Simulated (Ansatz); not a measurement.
# Na on Al(111): change of the work function, part 3 of 3

Aim: the work function of Al(111) at several coverages of Na (fcc site), and the dipole that each adsorbate carries.

Ansatz 0.2.0; plane-wave DFT, PBE, Ansatz PAW.

So far, work function, upper face (eV): step 2 (the clean slab) 4.02; step 3 (37 atoms, coverage 0.111 ML, cell 3x3) 2.47.

## Step 4: Adsorbate added, k-mesh 6×6×1, coverage 0.25 ML

System of this step: Na/Al(111). The cell holds 17 atoms: 16 Al and 1 Na. Cell: a = 5.728 Å, b = 5.728 Å, c = 27.408 Å, α = 90.0°, β = 90.0°, γ = 60.0°. Vacuum lies along c.

Another coverage, to see how the dipoles act on each other as their distance changes.

File input.yaml:

```yaml
crystal:
  lattice:
    - [5.7275649276, 0.0, 0.0]
    - [2.8637824638, 4.9602167292, 0.0]
    - [0.0, 0.0, 27.4079769186]
  atoms:
    - { symbol: Al, position: [0.0, 0.0, 0.328371555] }
    - { symbol: Al, position: [0.1666666667, 0.1666666667, 0.4136849875] }
    - { symbol: Al, position: [0.3333333333, 0.3333333333, 0.4970800924] }
    - { symbol: Al, position: [0.0, 0.0, 0.5822214559] }
    - { symbol: Al, position: [0.0, 0.5, 0.328371555] }
    - { symbol: Al, position: [0.1666666667, 0.6666666667, 0.4136849875] }
    - { symbol: Al, position: [0.3333333333, 0.8333333333, 0.4970800924] }
    - { symbol: Al, position: [0.0, 0.5, 0.5822214559] }
    - { symbol: Al, position: [0.5, 0.0, 0.328371555] }
    - { symbol: Al, position: [0.6666666667, 0.1666666667, 0.4136849875] }
    - { symbol: Al, position: [0.8333333333, 0.3333333333, 0.4970800924] }
    - { symbol: Al, position: [0.5, 0.0, 0.5822214559] }
    - { symbol: Al, position: [0.5, 0.5, 0.328371555] }
    - { symbol: Al, position: [0.6666666667, 0.6666666667, 0.4136849875] }
    - { symbol: Al, position: [0.8333333333, 0.8333333333, 0.4970800924] }
    - { symbol: Al, position: [0.5, 0.5, 0.5822214559] }
    - { symbol: Na, position: [0.1666666667, 0.1666666667, 0.671628445] }
kpoints:
  mp_grid: { grid: [6, 6, 1] }
hamiltonian:
  xc: pbe
scf:
  occupations: { method: fermi_dirac, width: 0.1 }
  convergence: { dr2_threshold: 1.0e-08 }
efield:
  axis: 3
  dipole_correction: true
  ramp_position: 0.97
  ramp_width: 0.06
relax:
  f_tol: 0.02
  max_steps: 60
  constraints: [{ sites: [0, 1, 4, 5, 8, 9, 12, 13] }]
output:
  dos: { projected: true, e_range: [-8, 4] }
  write_potential: true
  write_density: true
  volumetric_format: npy
  elf: true
```

Run with:

```console
> ansatz run input.yaml --threads 2 --pin off --max-ram 4096MiB --backend cpu --events-out ev --progress --plain --runs-dir out
```

Standard output:

```text
[...]
Crystal: 17 atoms, lattice volume = 778.660 Å³
Basis set: ecut = 420 eV, 15343 PW (Γ), exchange–correlation on 80×80×384 points (8 copies of the dense FFT grid, shifted against one another)
Bands: 46, of which v1, the nominal top of the filled ones, is band 29 counted from 1 (28 counted from 0)
Symmetry: 6 space group operations
[...]
k-points: 7 of 36 (time reversal used)
[...]
SCF iter   1: F=—  HF=-10083.743956 eV  |F-HF|=—  |Δ(HF+E_count)|=         —  Δρ=2.21e-3  dr2=1.74e0  ethr=1.77e-3  p=0.430 e·Å  D=9.99e-2 V/Å  ΔV_dip=-2.74 eV  dr2_dipole=1.20e0  V_vac-E_F(+/−)=1.28/4.02 eV  ⟨swp⟩=21.4  Hψ=2745  notcnv=0
[...]
SCF iter   9: F=-10083.638932 eV  HF=-10083.638932 eV  |F-HF|=8.91e-10  |Δ(HF+E_count)|=   1.98e-8  Δρ=2.36e-7  dr2=1.70e-9  ethr=1.75e-11  p=0.317 e·Å  D=7.36e-2 V/Å  ΔV_dip=-2.02 eV  dr2_dipole=5.73e-10  V_vac-E_F(+/−)=2.02/4.04 eV  ⟨swp⟩=16.3  Hψ=2352  notcnv=0
SCF 1 converged in 9 iterations: F = -10083.638932 eV  dr2 = 1.70e-9
[...]
relax step   1: F+E_penalty+E_count = -10083.63893242 eV  Δ(F+E_penalty+E_count) = +0.000e0 eV  max|allowed force component| = 4.709e-1 eV/Å  Δτ_max = 0.0000 Å  (9 SCF iters, accepted)
[...]
SCF iter   7: F=-10083.679547 eV  HF=-10083.679547 eV  |F-HF|=1.80e-9  |Δ(HF+E_count)|=   5.55e-8  Δρ=4.11e-7  dr2=4.43e-9  ethr=1.75e-11  p=0.316 e·Å  D=7.36e-2 V/Å  ΔV_dip=-2.02 eV  dr2_dipole=3.04e-10  V_vac-E_F(+/−)=2.02/4.04 eV  ⟨swp⟩=14.1  Hψ=2213  notcnv=0
SCF 2 converged in 7 iterations: F = -10083.679547 eV  dr2 = 4.43e-9
relax step   2: F+E_penalty+E_count = -10083.67954749 eV  Δ(F+E_penalty+E_count) = -4.062e-2 eV  max|allowed force component| = 2.214e-1 eV/Å  Δτ_max = 0.0698 Å  (7 SCF iters, accepted)
SCF iter   1: F=—  HF=-10083.691001 eV  |F-HF|=—  |Δ(HF+E_count)|=         —  Δρ=3.37e-4  dr2=6.17e-3  ethr=1.06e-4  p=0.316 e·Å  D=7.35e-2 V/Å  ΔV_dip=-2.02 eV  dr2_dipole=9.04e-4  V_vac-E_F(+/−)=2.02/4.03 eV  ⟨swp⟩=3.1  Hψ=830  notcnv=0  defer=3
[...]
SCF iter   7: F=-10083.690563 eV  HF=-10083.690563 eV  |F-HF|=3.90e-9  |Δ(HF+E_count)|=   3.97e-8  Δρ=2.73e-7  dr2=5.08e-9  ethr=1.75e-11  p=0.314 e·Å  D=7.31e-2 V/Å  ΔV_dip=-2.00 eV  dr2_dipole=1.76e-9  V_vac-E_F(+/−)=2.03/4.03 eV  ⟨swp⟩=13.3  Hψ=2125  notcnv=0
SCF 3 converged in 7 iterations: F = -10083.690563 eV  dr2 = 5.08e-9
relax step   3: F+E_penalty+E_count = -10083.69056296 eV  Δ(F+E_penalty+E_count) = -1.102e-2 eV  max|allowed force component| = 4.345e-2 eV/Å  Δτ_max = 0.0748 Å  (7 SCF iters, accepted)
SCF iter   1: F=—  HF=-10083.691228 eV  |F-HF|=—  |Δ(HF+E_count)|=         —  Δρ=9.93e-5  dr2=2.73e-4  ethr=9.53e-6  p=0.314 e·Å  D=7.31e-2 V/Å  ΔV_dip=-2.00 eV  dr2_dipole=1.42e-6  V_vac-E_F(+/−)=2.03/4.03 eV  ⟨swp⟩=2.3  Hψ=672  notcnv=0  defer=4
[...]
SCF iter   6: F=-10083.691076 eV  HF=-10083.691076 eV  |F-HF|=3.93e-9  |Δ(HF+E_count)|=   2.29e-8  Δρ=3.58e-7  dr2=4.84e-9  ethr=1.75e-11  p=0.314 e·Å  D=7.29e-2 V/Å  ΔV_dip=-2.00 eV  dr2_dipole=1.53e-10  V_vac-E_F(+/−)=2.03/4.03 eV  ⟨swp⟩=12.6  Hψ=2103  notcnv=0
SCF 4 converged in 6 iterations: F = -10083.691076 eV  dr2 = 4.84e-9
relax step   4: F+E_penalty+E_count = -10083.69107576 eV  Δ(F+E_penalty+E_count) = -5.128e-4 eV  max|allowed force component| = 2.281e-3 eV/Å  Δτ_max = 0.0235 Å  (6 SCF iters, accepted)
[...]
SCF converged after 6 iterations
Free energy (F): -10083.691076 eV
[...]
Internal energy: -10083.443775 eV  (E = F + TS)
E sigma→0 (E₀):  -10083.567425 eV
Entropy (-TS):   -0.247301 eV (-14.547 meV/atom)
Fermi energy:    0.953880 eV
Dipole field:    D = 0.072859 V/Å  (p = 0.313525 e·Å, saw-weighted, corrected)
Work function:   Φ+ = 2.0326 eV   Φ− = 4.0296 eV
[...]
--- Forces (eV/Å), atoms counted from 1 ---
  atom   1  Al    -0.00633523    -0.00365764     0.00619493
  atom   2  Al     0.00000000     0.00000000     0.04123305
  atom   3  Al    -0.00058351    -0.00033689     0.00033629
  atom   4  Al     0.00154101     0.00088970     0.00068555
  atom   5  Al    -0.00000000     0.00731529     0.00619493
  atom   6  Al     0.01728096    -0.00997717    -0.01713902
  atom   7  Al     0.00000000     0.00067378     0.00033629
  atom   8  Al    -0.00000000    -0.00177940     0.00068555
  atom   9  Al     0.00633523    -0.00365764     0.00619493
  atom  10  Al     0.00000000     0.01995433    -0.01713902
  atom  11  Al     0.00058351    -0.00033689     0.00033629
  atom  12  Al    -0.00154101     0.00088970     0.00068555
  atom  13  Al     0.00000000     0.00000000    -0.00614586
  atom  14  Al    -0.01728096    -0.00997717    -0.01713902
  atom  15  Al    -0.00000000     0.00000000    -0.00228147
  atom  16  Al    -0.00000000     0.00000000    -0.00076591
  atom  17  Na     0.00000000    -0.00000000    -0.00227544
  max |Σ_I F_I| component: 2.39e-6 eV/Å
--- Band table (eV; the first three rows and the last of 7) ---
  k-point 0: bands = [... 25 lower, -1.0389, -1.0389, -0.0255, 0.7676, 0.7676, 0.8212, 1.0202, 1.0202, ... 13 higher]
  k-point 1: bands = [... 25 lower, -0.2626, -0.2458, 0.1283, 0.1874, 0.2288, 0.7519, 1.3733, 1.4070, ... 13 higher]
  k-point 2: bands = [... 25 lower, -0.0669, 0.5362, 0.6184, 1.1773, 1.1816, 1.5378, 1.7643, 1.8029, ... 13 higher]
  k-point 6: bands = [... 25 lower, 0.2826, 0.3187, 1.2601, 1.6540, 1.8611, 1.8844, 2.6967, 2.7273, ... 13 higher]
--- Relaxed structure (4 steps of the walk, 4 accepted, 0 SCFs on fresh bases) ---
  F+E_penalty+E_count = -10083.69107576 eV   max|allowed force component| = 2.281e-3 eV/Å
  atoms:
    - { symbol: Al, position: [-1.795949e-17, -1.795949e-17, 0.328372] }
    - { symbol: Al, position: [0.166667, 0.166667, 0.413685] }
    - { symbol: Al, position: [0.334097, 0.334097, 0.497614] }
    - { symbol: Al, position: [-0.00171901, -0.00171901, 0.581728] }
    - { symbol: Al, position: [2.775558e-17, 0.500000, 0.328372] }
    - { symbol: Al, position: [0.166667, 0.666667, 0.413685] }
    - { symbol: Al, position: [0.334097, 0.831806, 0.497614] }
    - { symbol: Al, position: [-0.00171901, 0.503438, 0.581728] }
    - { symbol: Al, position: [0.500000, -1.795949e-17, 0.328372] }
    - { symbol: Al, position: [0.666667, 0.166667, 0.413685] }
    - { symbol: Al, position: [0.831806, 0.334097, 0.497614] }
    - { symbol: Al, position: [0.503438, -0.00171901, 0.581728] }
    - { symbol: Al, position: [0.5, 0.500000, 0.328372] }
    - { symbol: Al, position: [0.666667, 0.666667, 0.413685] }
    - { symbol: Al, position: [0.833333, 0.833333, 0.496690] }
    - { symbol: Al, position: [0.5, 0.500000, 0.585549] }
    - { symbol: Na, position: [0.166667, 0.166667, 0.677763] }
```

Run time: 51 s. Hardware: 2 threads of Arm Neoverse V1, shared host; peak memory 0.91 GiB; 99 s of CPU time.

Step by step:

```tsv
step	energy less that of the first step (eV)	largest force component (eV/Å)
1	0.0000	0.4709
2	-0.0406	0.2214
3	-0.0516	0.0434
4	-0.0521	0.0023
```

Forces are held to the 6 operations that the program found; a distortion that breaks them can't arise in this run.

The atoms that moved most (Å):

```tsv
atom	dx	dy	dz	length
Na17	0.000	0.000	0.168	0.168
Al16	0.000	0.000	0.091	0.091
Al4	-0.015	-0.009	-0.014	0.022
Al8	0.000	0.017	-0.014	0.022
Al12	0.015	-0.009	-0.014	0.022
Al7	0.000	-0.008	0.015	0.016
Al11	-0.007	0.004	0.015	0.016
Al3	0.007	0.004	0.015	0.016
```

The relaxed structure:

```
Al Na
1.0
     5.72756    0.00000    0.00000
     2.86378    4.96022    0.00000
     0.00000    0.00000   27.40798
Al Na
16 1
Direct
  0.00000 0.00000 0.32837
  0.16667 0.16667 0.41368
  0.33410 0.33410 0.49761
  0.99828 0.99828 0.58173
  0.00000 0.50000 0.32837
  0.16667 0.66667 0.41368
  0.33410 0.83181 0.49761
  0.99828 0.50344 0.58173
  0.50000 0.00000 0.32837
  0.66667 0.16667 0.41368
  0.83181 0.33410 0.49761
  0.50344 0.99828 0.58173
  0.50000 0.50000 0.32837
  0.66667 0.66667 0.41368
  0.83333 0.83333 0.49669
  0.50000 0.50000 0.58555
  0.16667 0.16667 0.67776
```

Read from the output:

```
energy at zero smearing        : -10083.5674 eV
work function, upper face      : 2.033 eV
work function, lower face      : 4.030 eV
dipole along the normal        : 0.3135 e·Å
step between the vacuum levels : -1.997 eV
```

Running mean over 2.338 Å of the planar mean; the ramp of the sawtooth is left out. Table of electron's electrostatic potential energy less the Fermi level by z:

z (Å), electron's electrostatic potential energy less the Fermi level (eV) and a bar from the least value:
```
        4       4.03 ##############################
        5       4.02 ##############################
        6       3.94 ##############################
        7       2.94 ##########################
        8      -1.35 ############
        9      -4.40 #
       10      -4.57 #
       11      -4.60 
       12      -4.74 
       13      -4.73 
       14      -4.60 
       15      -4.57 #
       16      -4.38 #
       17      -1.77 ##########
       18       0.57 ##################
       19       0.59 ##################
       20       1.38 #####################
       21       1.89 #######################
       22       2.00 #######################
       23       2.03 #######################
       24       2.03 #######################
```

The density of states has structure finer than the step of the table below, so its rows give means over 0.5 eV. Peaks (eV: height): -4.69: 17.4, -3.82: 14.0, -2.89: 14.7, 0.60: 12.4, 1.02: 16.3, 1.38: 16.6, 1.95: 12.2.

Density of states against energy, zero at the Fermi level; means over each step:

energy (eV), density of states (states/eV a cell) and a bar from the least value:
```
     -7.5        4.5 ########
     -7.0        2.9 
     -6.5        4.6 #########
     -6.0        4.4 #######
     -5.5        3.5 ###
     -5.0        6.2 #################
     -4.5        4.5 ########
     -4.0        4.9 ##########
     -3.5        6.0 ################
     -3.0        6.2 #################
     -2.5        7.3 #######################
     -2.0        4.8 ##########
     -1.5        6.4 ##################
     -1.0        6.4 ##################
     -0.5        8.6 #############################
      0.0        7.5 ########################
      0.5        8.7 ##############################
      1.0        8.4 ############################
      1.5        8.5 #############################
```

Projected DOS per atom over height of the atomic layer and energy from the Fermi level. Layers: Al4 Al4 Al4 Al4 Na from below.

Values in states/eV, 22 rows by 5 columns, each cell a mean:
```
0.43 0.30 0.33 0.44 0.17
0.40 0.40 0.41 0.39 0.75
0.51 0.44 0.41 0.55 0.91
0.50 0.39 0.38 0.53 0.77
0.47 0.35 0.35 0.47 0.38
0.56 0.41 0.43 0.61 0.35
0.37 0.38 0.39 0.40 0.19
0.41 0.35 0.35 0.44 0.03
0.36 0.26 0.26 0.38 0.01
0.48 0.40 0.39 0.50 0.04
0.37 0.45 0.44 0.39 0.03
0.35 0.28 0.27 0.36 0.04
0.48 0.42 0.42 0.50 0.01
0.18 0.20 0.20 0.19 0.01
0.36 0.39 0.38 0.38 0.01
0.38 0.30 0.30 0.40 0.01
0.22 0.21 0.21 0.24 0.01
0.26 0.28 0.28 0.27 0.01
0.29 0.34 0.34 0.30 0.01
0.16 0.18 0.18 0.17 0.01
0.20 0.26 0.26 0.20 0.01
0.24 0.28 0.28 0.24 0.01
```
Columns: height of the atomic layer (Å) from 9 to 18.6 (not evenly spaced); rows upwards: energy from the Fermi level (eV) from -7.96 to 1.95.

ELF in the ca plane at fractional y = 0.167, with atoms of Al and Na within 0.2 Å of it. It is the smooth field of the valence electrons, not physical close to the nuclei.

Ten even steps from '0' (0.00) to '9' (0.70), each cell a mean:
```
77667887777778988878997410000134421000000000
77667887777778988878997531111233211000000000
87778767878888766789986532222222100000000000
87786113788887544689986422112111000000000000
77784121698876433589875321111110000000000000
87784111798876434689975321111111000000000000
87787435888887655789986432222221100000000000
87778888777778887889997532222332210000000000
77667887667668988878998520001234321000000000
87778888777778887889997201100024432100000000
87787435888887656789985126741014543100000000
87784111798876434578873167683003653110000000
77784121698875433578872175484003653210000000
87786113788886544689984058872003653100000000
87778767878888777789996103310014542100000000
```
Columns run along c (16.0 Å, from fractional 0.34 to 0.92 of the cell), rows up along a (5.7 Å). Atoms in or near the plane, at fractional coordinates: Al at (0.41, 0.17), Al at (0.41, 0.67), Na at (0.68, 0.17).

Electrostatic potential energy in the ca plane at fractional y = 0.167, with atoms of Al and Na within 0.2 Å of it. With pseudopotentials it is smooth inside the atoms' cores, unlike the true potential.

Ten even steps from '0' (-17 eV) to '9' (4 eV), each cell a mean:
```
25788777886313677422589988888899999999999999
25788777886313677422589999999999999999999999
56875223687545788655789999999999999999999999
78861010378777899877899999999999999999999999
88840452168888999988999999999999999999999999
88850241278888999888999999999999999999999999
67873001578766888766799999999999999999999999
35787556787434687533689999999999999999999999
25788778886312677422579998888999999999999999
35787556787434687534689887678899999999999999
67873001578767888767888852146889999999999999
88850241278888999888998610005789999999999999
88840452168888999988998610004789999999999999
78861010378878899878898730026789999999999999
56775223687645788655789875567889999999999999
```
Columns run along c (16.0 Å, from fractional 0.34 to 0.92 of the cell; values clipped at the 3rd and 97th percentile), rows up along a (5.7 Å). Atoms in or near the plane, at fractional coordinates: Al at (0.41, 0.17), Al at (0.41, 0.67), Na at (0.68, 0.17).

Valence density in the ca plane at fractional y = 0.167, with atoms of Al and Na within 0.2 Å of it. It is the smooth field of the valence electrons, not physical close to the nuclei.

Values in e/Å³, 8 rows by 16 columns, each cell a mean:
```
 0  0  0  0  0  0  0  0  0  0  0  0  0  0  0  0
 0  0  0  0  0  0  0  0  0  0  0  0  0  0  0  0
 0  0  0  0  0  0  0  0  0  0  0  0  0  0  0  0
 0  0  0  0  0  0  0  0  0  0  0  0  0  0  0  0
 0  0  0  0  0  0  0  0  0  0  0  0  0  0  0  0
 0  0  0  0  0  0  0  0  0  1  0  0  0  0  0  0
 0  0  0  0  0  0  0  0  1 11  0  0  0  0  0  0
 0  0  0  0  0  0  0  0  0  2  0  0  0  0  0  0
```
Columns run along c (16.0 Å, from fractional 0.34 to 0.92 of the cell), rows up along a (5.7 Å). Atoms in or near the plane, at fractional coordinates: Al at (0.41, 0.17), Al at (0.41, 0.67), Na at (0.68, 0.17).

The relaxation took 4 steps and lowered the energy by 0.052 eV; the largest force on the free atoms ends at 0.0023 eV/Å.

By hand: a sheet of dipoles makes a step −p/(ε₀A) in the electron's potential. With e/ε₀ = 180.95 V·Å, p = 0.3135 e·Å and A = 28.41 Å², that is −180.95 × (0.3135) / 28.41 = -1.997 eV, and the two vacuum levels of the run differ by -1.997 eV.

The covered face has 2.03 eV, -1.99 eV against the clean one; the bare back face has moved by +0.01 eV, a measure of how thin the slab is.

## Step 5: Work function against coverage

This step: plane-wave DFT, PBE, Ansatz PAW; work function against coverage (Ansatz 0.2.0).

The runs are now put side by side.

Numbers from this step:

| Property | Result |
| --- | --- |
| work function of the clean face | 4.021 eV |
| largest change of the work function | -1.988 eV |

Work function of the covered face against coverage:

```tsv
coverage (adsorbates/nm²)	work function of the covered face (eV)
0.00	4.02
1.56	2.47
3.52	2.03
```

The dipole per adsorbate comes from the change of the cell's dipole. Coverage, by row:

```tsv
coverage (1/nm²)	coverage (ML)	work function (eV)	change (eV)	dipole per adsorbate, positive end outwards (debye)	mean height of the added atoms over the highest substrate atom (Å)
1.564	0.1111	2.467	-1.553	2.723	2.6
3.52	0.25	2.033	-1.988	1.507	2.527
```

## Step 6: Outcome

| Item | Value |
| --- | --- |
| work function of the clean face | 4.02 eV |
| work function at 0.11 ML | 2.47 eV |
| work function at 0.25 ML | 2.03 eV |
| dipole per adsorbate at 0.11 ML, positive end outwards | 2.72 D |

Na lowers the work function of Al(111) at the lowest coverage, by 1.55 eV: the adsorbate layer has its positive end outwards. The slab has 4 layers, at the tabulated experimental lattice constant, one starting site was run, and quantum-size effects of a slab this thin can reach one or two tenths of an eV.

[Long decimals in the printed logs are rounded to 6 places.]

[Logs are printed without paths, hosts, clocks, repeated set-up lines and the standing remarks that a program may print on its own settings, such as how far it seeks lower states.]

[Hosts, paths, dates, database ids (printed as entryN), source tags and the programs' standing remarks are cut or masked in the printed files.]

[Maps of the electrostatic potential energy from Ansatz leave out the sawtooth potential of an applied field or a dipole correction, so their vacuum need not be flat; planar profiles and work functions include it.]

[The density of states shown here was stored with 400 of the rows of the run's finer table, so its peaks can read low, often by over a quarter, or be missed, and its means over a window can be off by a tenth or more.]
